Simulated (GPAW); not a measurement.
# WC (Qusongite): optical spectrum from first principles

Aim: the dielectric function of WC (Qusongite), and the optical constants that follow from it.

Main program and level: GPAW 26.7.0; DFT, LDA, plane-wave PAW (GPAW data sets), scalar-relativistic, RPA, optical limit.

### Step 1. The structure

The structure is hexagonal, space group P-6m2 (No. 187). The conventional cell has a = 2.907 Å, b = 2.907 Å, c = 2.837 Å, α = 90.00°, β = 90.00°, γ = 120.00°. Nearest to W lie 6 C at 2.20 Å. Nearest to C lie 6 W at 2.20 Å. Farther neighbours are not listed.

Coordinates:

```cif
data_structure
_symmetry_space_group_name_H-M 'P 1'
_symmetry_Int_Tables_number 1
_cell_length_a 2.9065
_cell_length_b 2.9065
_cell_length_c 2.8366
_cell_angle_alpha 90.000
_cell_angle_beta 90.000
_cell_angle_gamma 120.000
_cell_volume 20.75
loop_
_atom_site_label
_atom_site_type_symbol
_atom_site_fract_x
_atom_site_fract_y
_atom_site_fract_z
_atom_site_occupancy
W1 W 0.00000 0.00000 0.00000 1
C2 C 0.66667 0.33333 0.50000 1
```

### Step 2. Bands for the response

The response needs many more empty bands than the density does.

This step: DFT, LDA, plane-wave PAW (GPAW data sets), scalar-relativistic, bands at fixed density (GPAW 26.7.0).

File nscf.py:

```python
from ase.dft.bandgap import bandgap
from gpaw import GPAW, FermiDirac

calc = GPAW('gs.gpw').fixed_density(kpts={'size': (15, 15, 12), 'gamma': True}, nbands=28, convergence={'bands': 22},
                                    occupations=FermiDirac(0.05), txt='nscf.txt')
print('gap (eV)', bandgap(calc, output=None)[0])
print('direct gap (eV)', bandgap(calc, direct=True, output=None)[0])
print('top band over the Fermi level (eV)', min(calc.get_eigenvalues(kpt=k)[21] for k in range(len(calc.get_ibz_k_points()))) - calc.get_fermi_level())
calc.write('full.gpw', mode='all')
```

On the command line:

```bash
$ OMP_NUM_THREADS=1 python nscf.py
```

Numbers of over 12 decimals in the logs are rounded to 6 here.

The program printed:

```text
Diagonalizing LCAO Hamiltonian
Converting LCAO to pw mode
convergence criteria:
- Maximum integral of absolute [eigenst]ate change: 4e-08 eV^2 / valence electron
maximum number of iterations: 150

SCF iterations
|iter     |      energy | eigst |  dens |
|iter:   1||             | +2.60 |       |
|iter:   2||             | +0.41 |       |
|iter:   3||             | -1.71 |       |
|iter:   4||             | -3.40 |       |
|iter:   5||             | -5.33 |       |
|iter:   6||             | -6.91 |       |
|iter:   7||             | -7.95c|       |
SCF steps: 7
  __  _  _
 | _ |_)|_||  |
 |__||  | ||/\| - 26.7.0

Versions:
  Python: 3.12.14
  ASE:    3.29.0
  Numpy:  2.5.5
  Scipy:  1.18.1
  Libxc:  7.0.0

Input parameters:
  mode=PW(ecut=500.0),
  convergence={'bands': 22},
  gpts=array([15, 15, 15]),
  kpts=MonkhorstPack(size=(15, 15, 12), gamma=True),
  maxiter=150,
  nbands=28,
  occupations=Occupations(name='fermi-dirac', width=0.05, fixmagmom=False),
  parallel={},
  xc=XC(name='LDA')

--- standard output ---
gap (eV) 0.0
direct gap (eV) 0.0
top band over the Fermi level (eV) 28.792962
```

The job ended after 33 s (1 thread of Arm Neoverse V1, shared host; peak memory 0.2 GiB).

### Step 3. Dielectric function, RPA

Local fields let the induced charge screen the field inside the cell, which as a rule lowers ε, most along directions where the density is uneven.

This step: DFT, LDA, plane-wave PAW (GPAW data sets), scalar-relativistic, RPA, optical limit (GPAW 26.7.0).

File df.py:

```python
from gpaw.response.df import DielectricFunction

df = DielectricFunction('full.gpw', frequencies={'type': 'nonlinear', 'domega0': 0.03, 'omega2': 8},
                        ecut=50,
                        eta=0.15,
                        nbands=22,
                        rate=0.05,
                        txt='df.txt')
for direction in ['x', 'z']:
    df.get_dielectric_function(xc='RPA', direction=direction, filename=f'df_{direction}.csv')
```

On the command line:

```bash
$ OMP_NUM_THREADS=1 python df.py
```

The program printed:

```text
Using integrator: PointIntegrator
NonLinearFrequencyDescriptor(from 0.000 to 107.836 eV, 547 points)
Nonperiodic BCs:  [False False False]
Using integrator: PointIntegrator
NonLinearFrequencyDescriptor(from 0.000 to 107.836 eV, 547 points)
Nonperiodic BCs:  [False False False]
Using integrator: PointIntegrator

Calculating chi0 body with:
    Ground state adapter containing:
    Number of spins: 1
    Number of kpoints: 2700
    Number of irreducible kpoints: 189
    Number of completely occupied states: 8
    Number of partially occupied states: 10

    Linear response parametrization:
    q_c: [0.0, 0.0, 0.0]
    Number of frequency points: 547
    Planewave cutoff: 50.0
    Number of bands: 22
    Number of planewaves: 21
    Broadening (eta): 0.15

Integrating chi0 body.

Symmetries of q_c:
    Direct symmetries (Uq -> q): 12
    Indirect symmetries (TUq -> q): 12
In total 24 allowed symmetries.

189 groups of equivalent kpoints. 93.0% reduction.

Integral kind: spectral function

Calculating chi0 optical extensions with:
    Ground state adapter containing:
    Number of spins: 1
    Number of kpoints: 2700
    Number of irreducible kpoints: 189
    Number of completely occupied states: 8
    Number of partially occupied states: 10

    Linear response parametrization:
    Number of frequency points: 547
    Planewave cutoff: 50.0
    Number of bands: 22
    Number of planewaves: 21
    Broadening (eta): 0.15
Integrating chi0 head and wings.

Symmetries of q_c:
    Direct symmetries (Uq -> q): 12
    Indirect symmetries (TUq -> q): 12
In total 24 allowed symmetries.

189 groups of equivalent kpoints. 93.0% reduction.

Integral kind: spectral function wings

Calculating drude chi0 with:
    Number of frequency points:547
    Plasma frequency decay rate: 0.05 eV

    Ground state adapter containing:
    Number of spins: 1
    Number of kpoints: 2700
    Number of irreducible kpoints: 189
    Number of completely occupied states: 8
    Number of partially occupied states: 10

Symmetries of q_c:
    Direct symmetries (Uq -> q): 12
    Indirect symmetries (TUq -> q): 12
In total 24 allowed symmetries.

189 groups of equivalent kpoints. 93.0% reduction.

Integral kind: intraband
Plasma frequency:
[[2.65+0.j 0.  +0.j 0.  +0.j]
 [0.  +0.j 2.65+0.j 0.  +0.j]
 [0.  +0.j 0.  +0.j 1.83+0.j]]
```

Wall time 8.2 s (1 thread); peak memory 0.23 GiB.

The Im ε has structure finer than the step of the table below, so its rows give means over 0.5 eV, whole bins alone (the curve runs from 0.305 to 14.0 eV). Peaks (eV: height): E ∥ x 3.34: 17.4, 3.85: 17.2, 7.15: 12.3; E ∥ z 1.31: 12.4, 1.95: 14.3, 3.18: 21.5, 5.03: 15.9, 5.87: 14.6, 7.38: 17.2.

Sum at mesh points, not converged in k. The Im ε by photon energy; means over each step:

| photon energy (eV) | E ∥ x | E ∥ z |
| --- | --- | --- |
| 1.0 | 6.05 | 8.24 |
| 1.5 | 5.97 | 8.89 |
| 2.0 | 10.0 | 12.4 |
| 2.5 | 11.4 | 16.4 |
| 3.0 | 15.0 | 20.2 |
| 3.5 | 15.8 | 19.6 |
| 4.0 | 16.1 | 14.7 |
| 4.5 | 15.6 | 12.5 |
| 5.0 | 12.6 | 14.8 |
| 5.5 | 10.4 | 13.0 |
| 6.0 | 9.25 | 13.0 |
| 6.5 | 10.3 | 11.0 |
| 7.0 | 11.8 | 13.5 |
| 7.5 | 11.5 | 15.6 |
| 8.0 | 11.4 | 10.2 |
| 8.5 | 10.0 | 6.42 |
| 9.0 | 7.65 | 4.90 |
| 9.5 | 6.36 | 4.48 |
| 10.0 | 5.71 | 3.75 |
| 10.5 | 5.19 | 3.67 |
| 11.0 | 4.73 | 4.03 |
| 11.5 | 4.51 | 4.55 |
| 12.0 | 3.50 | 4.94 |
| 12.5 | 2.31 | 4.75 |
| 13.0 | 1.87 | 4.18 |
| 13.5 | 1.80 | 3.61 |

Values under 1 per cm are given as 1; sum at mesh points, not converged in k. The absorption coefficient by photon energy:

| photon energy (eV) | E ∥ x (1/cm) | E ∥ z (1/cm) |
| --- | --- | --- |
| 0.492 | 1.4e5 | 28084 |
| 1.010 | 79605 | 1.1e5 |
| 1.486 | 1.0e5 | 1.4e5 |
| 1.985 | 2.4e5 | 3.0e5 |
| 2.508 | 3.4e5 | 4.5e5 |
| 3.018 | 5.7e5 | 7.2e5 |
| 3.510 | 7.3e5 | 9.3e5 |
| 3.980 | 9.2e5 | 1.0e6 |
| 4.516 | 1.1e6 | 9.3e5 |
| 4.981 | 1.2e6 | 1.2e6 |
| 5.515 | 1.1e6 | 1.2e6 |
| 6.021 | 1.1e6 | 1.5e6 |
| 6.494 | 1.3e6 | 1.4e6 |
| 6.985 | 1.5e6 | 1.6e6 |
| 7.496 | 1.8e6 | 2.4e6 |
| 8.026 | 2.0e6 | 2.5e6 |
| 8.516 | 2.3e6 | 2.2e6 |
| 9.023 | 2.2e6 | 2.1e6 |
| 9.483 | 2.1e6 | 1.8e6 |
| 10.026 | 2.2e6 | 1.8e6 |
| 10.519 | 2.1e6 | 1.7e6 |
| 11.029 | 2.3e6 | 1.8e6 |
| 11.479 | 2.3e6 | 1.8e6 |
| 12.023 | 2.5e6 | 2.1e6 |
| 12.504 | 2.2e6 | 2.2e6 |
| 13.000 | 2.0e6 | 2.4e6 |
| 13.512 | 1.9e6 | 2.4e6 |

The loss function −Im 1/ε at q → 0 has structure finer than the step of the table below, so its rows give means over 0.5 eV, whole bins alone (the curve runs from 0.305 to 14.0 eV). Peaks (eV: height): E ∥ x 0.56: 0.143; E ∥ z 0.37: 0.138, 6.60: 0.0917, 10.74: 0.269.

Sum at mesh points, not converged in k. Table of loss function −Im 1/ε at q → 0 by energy loss; means over each step:

| energy loss (eV) | E ∥ x | E ∥ z |
| --- | --- | --- |
| 1.0 | 0.0387 | 0.0143 |
| 1.5 | 0.0190 | 0.0199 |
| 2.0 | 0.0256 | 0.0205 |
| 2.5 | 0.0302 | 0.0263 |
| 3.0 | 0.0340 | 0.0327 |
| 3.5 | 0.0443 | 0.0446 |
| 4.0 | 0.0514 | 0.0660 |
| 4.5 | 0.0590 | 0.0652 |
| 5.0 | 0.0775 | 0.0601 |
| 5.5 | 0.0929 | 0.0727 |
| 6.0 | 0.0993 | 0.0769 |
| 6.5 | 0.0848 | 0.0883 |
| 7.0 | 0.0804 | 0.0709 |
| 7.5 | 0.0867 | 0.0602 |
| 8.0 | 0.0869 | 0.0683 |
| 8.5 | 0.0905 | 0.0957 |
| 9.0 | 0.107 | 0.127 |
| 9.5 | 0.128 | 0.169 |
| 10.0 | 0.139 | 0.202 |
| 10.5 | 0.154 | 0.250 |
| 11.0 | 0.156 | 0.244 |
| 11.5 | 0.161 | 0.219 |
| 12.0 | 0.147 | 0.193 |
| 12.5 | 0.177 | 0.193 |
| 13.0 | 0.252 | 0.188 |
| 13.5 | 0.342 | 0.210 |

The Im ε, E ∥ x has structure finer than the step of the table below, so its rows give means over 0.5 eV, whole bins alone (the curve runs from 0.305 to 14.0 eV). Peaks (eV: height): without local fields 3.34: 17.4, 3.81: 17.1, 7.21: 12.6; with local fields 3.34: 17.4, 3.85: 17.2, 7.15: 12.3.

Sum at mesh points, not converged in k. Table of Im ε, E ∥ x by photon energy; means over each step:

| photon energy (eV) | without local fields | with local fields |
| --- | --- | --- |
| 1.0 | 6.09 | 6.05 |
| 1.5 | 6.05 | 5.97 |
| 2.0 | 10.2 | 10.0 |
| 2.5 | 11.6 | 11.4 |
| 3.0 | 15.2 | 15.0 |
| 3.5 | 15.7 | 15.8 |
| 4.0 | 16.0 | 16.1 |
| 4.5 | 15.2 | 15.6 |
| 5.0 | 12.1 | 12.6 |
| 5.5 | 10.1 | 10.4 |
| 6.0 | 9.25 | 9.25 |
| 6.5 | 10.5 | 10.3 |
| 7.0 | 12.0 | 11.8 |
| 7.5 | 11.9 | 11.5 |
| 8.0 | 12.0 | 11.4 |
| 8.5 | 10.4 | 10.0 |
| 9.0 | 7.87 | 7.65 |
| 9.5 | 6.49 | 6.36 |
| 10.0 | 5.72 | 5.71 |
| 10.5 | 5.17 | 5.19 |
| 11.0 | 4.69 | 4.73 |
| 11.5 | 4.41 | 4.51 |
| 12.0 | 3.35 | 3.50 |
| 12.5 | 2.22 | 2.31 |
| 13.0 | 1.85 | 1.87 |
| 13.5 | 1.86 | 1.80 |

The reflectivity at normal incidence has structure finer than the step of the table below, so its rows give means over 0.5 eV, whole bins alone (the curve runs from 0.305 to 14.0 eV). Peaks (eV: height): E ∥ x 4.61: 46.9, 8.70: 51.6, 12.34: 58.4; E ∥ z 0.98: 45.6, 3.18: 49.9, 5.08: 46.1, 5.92: 46.8, 8.15: 61.9.

Sum at mesh points, not converged in k. Table of reflectivity at normal incidence by photon energy; means over each step:

| photon energy (eV) | E ∥ x (%) | E ∥ z (%) |
| --- | --- | --- |
| 1.0 | 33.3 | 44.3 |
| 1.5 | 38.5 | 42.4 |
| 2.0 | 41.6 | 45.6 |
| 2.5 | 41.8 | 47.1 |
| 3.0 | 44.6 | 49.1 |
| 3.5 | 44.4 | 49.0 |
| 4.0 | 45.1 | 45.0 |
| 4.5 | 45.8 | 40.4 |
| 5.0 | 43.4 | 44.4 |
| 5.5 | 39.8 | 42.9 |
| 6.0 | 36.4 | 44.8 |
| 6.5 | 37.5 | 40.8 |
| 7.0 | 41.4 | 43.5 |
| 7.5 | 43.8 | 54.6 |
| 8.0 | 46.1 | 60.0 |
| 8.5 | 50.2 | 57.5 |
| 9.0 | 50.6 | 53.7 |
| 9.5 | 48.1 | 45.7 |
| 10.0 | 47.3 | 43.9 |
| 10.5 | 45.7 | 34.9 |
| 11.0 | 47.5 | 31.3 |
| 11.5 | 47.4 | 31.3 |
| 12.0 | 54.7 | 36.4 |
| 12.5 | 56.5 | 38.4 |
| 13.0 | 50.8 | 43.5 |
| 13.5 | 42.8 | 43.0 |

From ε follow the optical constants at some laser and lamp lines:

| wavelength (nm) | n x | k x | R (%) x | 1/α x | n z | k z | R (%) z | 1/α z |
| --- | --- | --- | --- | --- | --- | --- | --- | --- |
| 1550 | 3.12 | 1.277 | 32.9 | 97 nm | 4.71 | 0.454 | 42.6 | 272 nm |
| 633 | 4.22 | 1.215 | 41.2 | 41 nm | 4.72 | 1.501 | 46.0 | 34 nm |
| 532 | 4.28 | 1.419 | 42.7 | 30 nm | 4.84 | 1.640 | 47.4 | 26 nm |
| 365 | 3.84 | 2.201 | 45.7 | 13 nm | 3.88 | 2.544 | 48.8 | 11 nm |
| 308 | 3.50 | 2.286 | 45.0 | 11 nm | 2.90 | 2.397 | 44.6 | 10 nm |
| 248 | 2.76 | 2.339 | 43.7 | 8.4 nm | 3.31 | 2.403 | 45.6 | 8.2 nm |
| 193 | 2.80 | 1.828 | 37.0 | 8.4 nm | 2.55 | 2.203 | 41.6 | 7.0 nm |

A polished face would reflect 44 % of daylight and look light grey (CIE x = 0.308, y = 0.326 under D65).

### Step 4. What came out

At this level (LDA, RPA) WC is a metal. The mesh is too coarse to trust the carriers' weight, the reflectivity or the colour to better than tens of per cent. A polished face would reflect 44 % of daylight and look light grey (CIE x = 0.308, y = 0.326 under D65). The carriers' damping of 0.05 eV is typed, not computed; it shapes the response at the lowest energies. Spin-orbit coupling is left out although heavy atoms are present. In this version of GPAW the matrix elements of the optical limit are incomplete, which can lower ε − 1 by up to a tenth where first-row anions or d states rule, and shift it by more in d metals. GPAW's carrier term has the form −ωp²/(ω + i·rate)², which damps like twice the rate and fails at low energy, so the curves leave the lowest energies out. The sum runs over mesh points 0.18 Å⁻¹ apart with no interpolation, so peaks are partly noise of the mesh, and the Drude plasma energy, a sum over the Fermi surface, isn't converged.

[Machine, clock and banner lines and Python warnings are left out of the logs.]

[Logs are printed without paths, hosts, clocks, repeated set-up lines and the standing remarks that a program may print on its own settings, such as how far it seeks lower states.]

[Hosts, paths, dates, database ids (printed as entryN), source tags and the programs' standing remarks are cut or masked in the printed files.]
